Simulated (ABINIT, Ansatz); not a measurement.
# Hf (Hafnium): from the cell to the phonon bands

How does Hf (Hafnium) vibrate, and is this structure a minimum?

Method: DFT PBE, scalar-relativistic, plane waves, PseudoDojo norm-conserving pseudopotentials, in ABINIT 10.8.3.

## (1) Set-up

It takes space group P6_3/mmc (No. 194, hexagonal). Conventional cell: a = 3.197 Å, b = 3.197 Å, c = 5.058 Å, α = 90.00°, β = 90.00°, γ = 120.00°. Nearest to Hf lie 12 Hf at 3.13 to 3.20 Å.

## (2) A first look

A first run with smearing and empty bands tells whether the crystal has a gap, which decides between fixed occupations and smearing later on.

Contents of probe.abi:

```
# ground state
tolvrs 1.0d-08
prtden 1
prtwf 1

# basis, mesh and filling
ecut 25.0
ngkpt 6 6 4
nshiftk 1
shiftk 0.0 0.0 0.0
istwfk *1
occopt 7
tsmear 0.005
nband 19
nstep 100
diemac 9.0
prtebands 0
prtgsr 0

# cell and atoms
acell 3*1.0 Angstrom
rprim 
    3.1967 0.0 0.0
    -1.59835 2.768423408 0.0
    0.0 0.0 5.0578
ntypat 1
znucl 72
natom 2
typat 1 1
xred 
    1/3 2/3 0.25
    2/3 1/3 0.75
pp_dirpath "./pseudo"
pseudos "Hf.upf"
```

Launch:

```sh
> OMP_NUM_THREADS=1 mpirun -n 4 abinit probe.abi > probe.log
```

Numbers of over 12 decimals in the logs are rounded to 6 here.

probe.abo, the main output file:

```text
[banners, grids, parts of the stress and lines that vanish by symmetry left out]
- input  file    -> probe.abi
- output file    -> probe.abo
- root for input  files -> probei
[...]
Symmetries : space group P6_3/m m c (#194); Bravais hP (primitive hexag.)
[...]
mpw =        1824          nfft =       40500          nkpt =          21
[...]
== DATASET  1 ==================================================================
[...]
cutoff_energies: {ecut:  25.0, pawecutdg:  -1.0, }
[...]
ETOT  1  -112.77360684472    -1.128E+02 1.188E-01 1.731E+01
 ETOT  2  -112.82613507268    -5.253E-02 2.222E-02 8.420E-01
 ETOT  3  -112.82638427402    -2.492E-04 3.789E-03 6.678E-04
 ETOT  4  -112.82638450720    -2.332E-07 1.818E-03 6.981E-06
 ETOT  5  -112.82638450877    -1.575E-09 1.237E-03 9.073E-08
 ETOT  6  -112.82638450879    -1.717E-11 1.022E-03 8.178E-10
 At SCF step    6       vres2   =  8.18E-10 < tolvrs=  1.00E-08 =>converged.
[...]
sigma(1 1)= -5.40083275E-06  sigma(3 2)=  0.00000000E+00
  sigma(2 2)= -5.40083044E-06  sigma(3 1)=  0.00000000E+00
  sigma(3 3)= -3.61351488E-05  sigma(2 1)=  0.00000000E+00
[...]
convergence: {deltae: -1.717E-11, res2:  8.178E-10, residm:  1.022E-03, diffor: null, }
etotal    :  -1.12826385E+02
[...]
sigma(1 1)= -5.40083275E-06  sigma(3 2)=  0.00000000E+00
  sigma(2 2)= -5.40083044E-06  sigma(3 1)=  0.00000000E+00
  sigma(3 3)= -3.61351488E-05  sigma(2 1)=  0.00000000E+00
[...]
- sigma(1 1)= -1.58897986E-01  sigma(3 2)=  0.00000000E+00
- sigma(2 2)= -1.58897917E-01  sigma(3 1)=  0.00000000E+00
- sigma(3 3)= -1.06313278E+00  sigma(2 1)=  0.00000000E+00
[...]
fcart      0.0000000000E+00  0.0000000000E+00  1.1539276080E-25
           strten     -5.4008327528E-06 -5.4008304377E-06 -3.6135148835E-05
================================================================================

[key lines of the parts left out:]
pressure_GPa:   4.6031E-01
```

Wall time 5.2 s (4 MPI ranks of Intel Xeon 6975P-C (Granite Rapids), shared host).

Read from the output:

* volume per atom: 22.38 Å³
* pressure: 0.4603 GPa
* gap on the k-mesh: 0 eV

No gap opens on this mesh, so smearing is kept; the printed pressure holds the stress of the finite basis too.

## (3) Relaxing the cell and atoms

The harmonic expansion needs vanishing forces, and a free crystal bears no stress, so cell and atoms are brought to rest. Stress is more sensitive to the basis than forces are: the last 3 Ha under the cutoff are smoothed with ecutsm, and the cutoff is raised above that of the later runs.

Contents of relax.abi:

```
# relaxation
ionmov 2
optcell 2
dilatmx 1.08
ntime 40
tolmxf 1.0d-05
tolvrs 1.0d-14
prtwf 0
prtden 0
chksymtnons 0

# basis, mesh and filling
ecut 32.0
ecutsm 3.0
ngkpt 12 12 6
nshiftk 1
shiftk 0.0 0.0 0.0
istwfk *1
occopt 7
tsmear 0.01
nband 19
nstep 100
diemac 1000000.0
prtebands 0
prtgsr 0

# cell and atoms
acell 3*1.0 Angstrom
rprim 
    3.1967 0.0 0.0
    -1.59835 2.768423408 0.0
    0.0 0.0 5.0578
ntypat 1
znucl 72
natom 2
typat 1 1
xred 
    1/3 2/3 0.25
    2/3 1/3 0.75
pp_dirpath "./pseudo"
pseudos "Hf.upf"
```

Launch:

```sh
> OMP_NUM_THREADS=1 mpirun -n 4 abinit relax.abi > relax.log
```

relax.abo, the main output file:

```text
[banners, grids, parts of the stress and lines that vanish by symmetry left out]
- input  file    -> relax.abi
- output file    -> relax.abo
- root for input  files -> relaxi
[...]
Symmetries : space group P6_3/m m c (#194); Bravais hP (primitive hexag.)
[...]
mpw =        3333          nfft =       69984          nkpt =          76
[...]
== DATASET  1 ==================================================================
[...]
cutoff_energies: {ecut:  32.0, pawecutdg:  -1.0, }
[...]
ETOT  1  -112.77650937043    -1.128E+02 1.388E-01 2.647E+01
 ETOT  2  -112.82839246051    -5.188E-02 3.155E-02 3.679E-01
 ETOT  3  -112.82846794816    -7.549E-05 5.314E-03 5.566E-03
 ETOT  4  -112.82846867106    -7.229E-07 3.768E-03 3.058E-05
 ETOT  5  -112.82846867459    -3.521E-09 3.916E-03 3.674E-07
[...]
At SCF step    9       vres2   =  1.12E-15 < tolvrs=  1.00E-14 =>converged.
[...]
sigma(1 1)= -2.87912337E-05  sigma(3 2)=  0.00000000E+00
  sigma(2 2)= -2.87912314E-05  sigma(3 1)=  0.00000000E+00
  sigma(3 3)= -3.27541737E-05  sigma(2 1)=  0.00000000E+00
[...]
convergence: {deltae: -1.293E-12, res2:  1.123E-15, residm:  4.144E-04, diffor: null, }
etotal    :  -1.12828469E+02
[...]
ETOT  1  -112.82845908095    -1.128E+02 3.374E-04 2.179E-01
[...]
At SCF step    8       vres2   =  1.52E-15 < tolvrs=  1.00E-14 =>converged.
[...]
sigma(1 1)= -1.88804661E-05  sigma(3 2)=  0.00000000E+00
  sigma(2 2)= -1.88804638E-05  sigma(3 1)=  0.00000000E+00
  sigma(3 3)= -2.19095142E-05  sigma(2 1)=  0.00000000E+00
[...]
convergence: {deltae:  4.263E-14, res2:  1.522E-15, residm:  4.875E-05, diffor: null, }
etotal    :  -1.12828489E+02
[...]
ETOT  1  -112.82838813932    -1.128E+02 3.247E-05 8.451E-01
[...]
At SCF step    8       vres2   =  6.11E-15 < tolvrs=  1.00E-14 =>converged.
[...]
sigma(1 1)=  2.50910531E-07  sigma(3 2)=  0.00000000E+00
  sigma(2 2)=  2.50912810E-07  sigma(3 1)=  0.00000000E+00
  sigma(3 3)= -8.29977824E-07  sigma(2 1)=  0.00000000E+00
[...]
convergence: {deltae:  1.705E-13, res2:  6.115E-15, residm:  5.913E-06, diffor: null, }
etotal    :  -1.12828505E+02
[...]
ETOT  1  -112.82850541779    -1.128E+02 5.029E-06 6.008E-05
[...]
At SCF step    6       vres2   =  1.43E-15 < tolvrs=  1.00E-14 =>converged.
[...]
sigma(1 1)=  3.40719882E-07  sigma(3 2)=  0.00000000E+00
  sigma(2 2)=  3.40722162E-07  sigma(3 1)=  0.00000000E+00
  sigma(3 3)= -5.89307953E-07  sigma(2 1)=  0.00000000E+00
[...]
convergence: {deltae: -5.400E-13, res2:  1.430E-15, residm:  3.080E-06, diffor: null, }
etotal    :  -1.12828505E+02
[...]
ETOT  1  -112.82850538152    -1.128E+02 6.033E-06 3.221E-04
[...]
At SCF step    7       vres2   =  6.08E-16 < tolvrs=  1.00E-14 =>converged.
[...]
sigma(1 1)=  3.16442884E-07  sigma(3 2)=  0.00000000E+00
  sigma(2 2)=  3.16445163E-07  sigma(3 1)=  0.00000000E+00
  sigma(3 3)= -1.77539912E-08  sigma(2 1)=  0.00000000E+00
[...]
convergence: {deltae: -2.842E-14, res2:  6.076E-16, residm:  3.357E-06, diffor: null, }
etotal    :  -1.12828505E+02
[...]
ETOT  1  -112.82850543349    -1.128E+02 2.825E-06 7.238E-05
[...]
At SCF step    6       vres2   =  9.06E-15 < tolvrs=  1.00E-14 =>converged.
[...]
sigma(1 1)=  1.31801749E-07  sigma(3 2)=  0.00000000E+00
  sigma(2 2)=  1.31804028E-07  sigma(3 1)=  0.00000000E+00
  sigma(3 3)=  7.78684384E-08  sigma(2 1)=  0.00000000E+00
[...]
convergence: {deltae: -8.384E-13, res2:  9.056E-15, residm:  2.153E-06, diffor: null, }
etotal    :  -1.12828505E+02
[...]
ETOT  1  -112.82850544461    -1.128E+02 2.107E-06 2.283E-05
[...]
ETOT  5  -112.82850544800    -6.679E-13 1.638E-06 1.863E-13
 ETOT  6  -112.82850544799     1.165E-12 1.915E-06 2.319E-15
 At SCF step    6       vres2   =  2.32E-15 < tolvrs=  1.00E-14 =>converged.
[...]
sigma(1 1)=  1.43055547E-08  sigma(3 2)=  0.00000000E+00
  sigma(2 2)=  1.43078339E-08  sigma(3 1)=  0.00000000E+00
  sigma(3 3)=  2.48197721E-08  sigma(2 1)=  0.00000000E+00
[...]
convergence: {deltae:  1.165E-12, res2:  2.319E-15, residm:  1.915E-06, diffor: null, }
etotal    :  -1.12828505E+02
[...]
At Broyd/MD step   7, gradients are converged :
[...]
sigma(1 1)=  1.43055547E-08  sigma(3 2)=  0.00000000E+00
  sigma(2 2)=  1.43078339E-08  sigma(3 1)=  0.00000000E+00
  sigma(3 3)=  2.48197721E-08  sigma(2 1)=  0.00000000E+00
[...]
- sigma(1 1)=  4.20883950E-04  sigma(3 2)=  0.00000000E+00
- sigma(2 2)=  4.20951006E-04  sigma(3 1)=  0.00000000E+00
- sigma(3 3)=  7.30222906E-04  sigma(2 1)=  0.00000000E+00
[...]
fcart      8.8927524194E-29  4.6208097033E-28  1.0970511849E-31
           strten      1.4305554692E-08  1.4307833893E-08  2.4819772104E-08
================================================================================

[key lines of the parts left out:]
pressure_GPa:  -5.2402E-04
Total energy (etotal) [Ha]= -1.12828505447994E+02
```

It took 2.6 min on 4 MPI ranks; 11 min of CPU time.

Relaxation path:

```
step  energy less that of the first step (eV)  largest force (eV/Å)  volume (Å³)
   1                                   0.0000                0.0000        44.76
   2                                  -0.0006                0.0000        44.88
   3                                  -0.0010                0.0000        45.12
   4                                  -0.0010                0.0000        45.12
   5                                  -0.0010                0.0000        45.12
   6                                  -0.0010                0.0000        45.12
   7                                  -0.0010                0.0000        45.12
```

```
conventional cell, symmetrised  before  after  change
                         a (Å)   3.197  3.205  +0.2 %
                         b (Å)   3.197  3.205  +0.2 %
                         c (Å)   5.058  5.074  +0.3 %
              volume (Å³/atom)   22.38  22.56  +0.8 %
```

The relaxed structure:

```
Hf
1.0
     3.20460    0.00000    0.00000
    -1.60230    2.77527    0.00000
     0.00000    0.00000    5.07357
Hf
2
Direct
  0.33333 0.66667 0.25000
  0.66667 0.33333 0.75000
```

Numbers from this step:

- volume per atom: 22.56 Å³
- pressure: -5.24e-4 GPa

The volume changes by +0.8 % in this run and stands +0.8 % from the first cell.

## (4) Ground state

The response is built on these wavefunctions, so the potential is converged far more tightly than an energy would need. Smearing stays on, as the first look found no gap above 0.3 eV.

Contents of gs.abi:

```
# ground state
tolvrs 1.0d-16
prtden 1
prtwf 1

# basis, mesh and filling
ecut 25.0
ngkpt 12 12 6
nshiftk 1
shiftk 0.0 0.0 0.0
istwfk *1
occopt 7
tsmear 0.01
nband 19
nstep 100
diemac 1000000.0
prtebands 0
prtgsr 0

# cell and atoms
acell 3*1.0 Angstrom
rprim 
    3.204601729 0.0 0.0
    -1.602300865 2.775266507 0.0
    0.0 0.0 5.073567145
ntypat 1
znucl 72
natom 2
typat 1 1
xred 
    1/3 2/3 0.25
    2/3 1/3 0.75
pp_dirpath "./pseudo"
pseudos "Hf.upf"
```

Launch:

```sh
> OMP_NUM_THREADS=1 mpirun -n 4 abinit gs.abi > gs.log
```

gs.abo, the main output file:

```text
[banners, grids, parts of the stress and lines that vanish by symmetry left out]
- input  file    -> gs.abi
- output file    -> gs.abo
- root for input  files -> gsi
[...]
Symmetries : space group P6_3/m m c (#194); Bravais hP (primitive hexag.)
[...]
mpw =        1846          nfft =       40500          nkpt =          76
[...]
== DATASET  1 ==================================================================
[...]
cutoff_energies: {ecut:  25.0, pawecutdg:  -1.0, }
[...]
ETOT  1  -112.78028603544    -1.128E+02 1.182E-01 1.673E+01
 ETOT  2  -112.82793145108    -4.765E-02 1.235E-02 3.874E-01
 ETOT  3  -112.82805707447    -1.256E-04 6.587E-03 1.533E-03
 ETOT  4  -112.82805743581    -3.613E-07 2.251E-03 1.543E-05
 ETOT  5  -112.82805743925    -3.442E-09 8.739E-04 2.043E-07
[...]
ETOT  9  -112.82805743930     3.695E-13 4.021E-04 4.625E-16
 ETOT 10  -112.82805743930    -8.384E-13 4.483E-04 9.392E-18
 At SCF step   10       vres2   =  9.39E-18 < tolvrs=  1.00E-16 =>converged.
[...]
sigma(1 1)=  1.93192444E-05  sigma(3 2)=  0.00000000E+00
  sigma(2 2)=  1.93192389E-05  sigma(3 1)=  0.00000000E+00
  sigma(3 3)=  1.93520558E-05  sigma(2 1)=  2.05016230E-12
[...]
convergence: {deltae: -8.384E-13, res2:  9.392E-18, residm:  4.483E-04, diffor: null, }
etotal    :  -1.12828057E+02
[...]
sigma(1 1)=  1.93192444E-05  sigma(3 2)=  0.00000000E+00
  sigma(2 2)=  1.93192389E-05  sigma(3 1)=  0.00000000E+00
  sigma(3 3)=  1.93520558E-05  sigma(2 1)=  2.05016230E-12
[...]
- sigma(1 1)=  5.68391795E-01  sigma(3 2)=  0.00000000E+00
- sigma(2 2)=  5.68391632E-01  sigma(3 1)=  0.00000000E+00
- sigma(3 3)=  5.69357138E-01  sigma(2 1)=  6.03178572E-08
[...]
fcart     -1.9564055312E-27 -1.9510085400E-27 -1.1503415425E-25
           strten      1.9319244432E-05  1.9319238901E-05  1.9352055766E-05
================================================================================

[key lines of the parts left out:]
pressure_GPa:  -5.6871E-01
```

Run time: 19 s. Hardware: 4 MPI ranks; 75 s of CPU time.

Numbers from this step:

| Property | Result |
| --- | --- |
| pressure | -0.5687 GPa |

The cell stands at -0.57 GPa: the relaxation ran with a smoothed and higher cutoff, and the difference is a stress of the finite basis.

[end of part 1 of 4]

[Host names and launcher messages were left out of these logs when they were recorded.]

[Logs are printed without paths, hosts, clocks, repeated set-up lines and the standing remarks that a program may print on its own settings, such as how far it seeks lower states.]

[Hosts, paths, dates, database ids (printed as entryN), source tags and the programs' standing remarks are cut or masked in the printed files.]
